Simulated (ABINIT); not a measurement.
Records of electronic-structure calculations.

```
A GW chain in ABINIT: SiC (P6_3mc)
1.0
     3.07351    0.00000    0.00000
    -1.53676    2.66174    0.00000
     0.00000    0.00000    5.04525
Si C
2 2
Direct
  0.33333 0.66667 0.49960
  0.66667 0.33333 0.99960
  0.33333 0.66667 0.87540
  0.66667 0.33333 0.37540
# method: RPA screening on PBE, plane waves, norm-conserving pseudopotentials (and 2 further levels or steps)
# program: ABINIT 10.8.3
# settings: cutoff 37 Ha, PseudoDojo scalar-relativistic 0.4.1 standard, norm-conserving, ngkpt (6, 6, 4), nband 75, ecuteps 5 Ha, inclvkb 2, shiftk (0, 0, 0), symchi 1, awtr 1, frequency ppm, 6×6×4 k-mesh
# cost: 5 runs, 90 s in all on 8 MPI ranks of Arm Neoverse V2, shared host
# notes: The program’s warnings: nkpt*nsppol () is not a multiple of nproc spkpt (). The cell and positions are those that the Materials Project relaxed with its own functionals (PBE, PBE+U or r2SCAN), kept fixed.
# PBE gap: 2.28 eV, indirect
# G0W0 gap on the mesh: 2.82 eV
# GW settings: 6×6×4 mesh, 75 bands, screening to 136.1 eV, Godby-Needs plasmon pole
# known limits: short of the basis limit
```

[Long decimals in the printed logs are rounded to 6 places.]

[Logs are printed without paths, hosts, clocks, repeated set-up lines and the standing remarks that a program may print on its own settings, such as how far it seeks lower states.]

[Paths, hosts, dates, memory and timing lines, banners, echoed tables and standing remarks are left out of the program output; an Ansatz launch command may be rebuilt from the run's recorded settings. Measured values are a selection of at most five: reports struck by readers or far from the other reports are left out. None is set beside runs whose start may be inverted or whose files or cutoffs have a known fault.]

[Runs of the session that timed out or met a known fault of the program may be left out.]

[Hosts, paths, dates, database ids (printed as entryN), source tags and the programs' standing remarks are cut or masked in the printed files.]

[G0W0 gaps are taken among the corrected bands and points alone; a level outside them can change the order at an edge.]

[Where Ansatz stands beside ABINIT at settings called matched, ABINIT's density can come from a denser mesh and the files from another edition; pairs whose starting gaps differed by over 0.03 eV were left out, so agreement reads better than it is.]
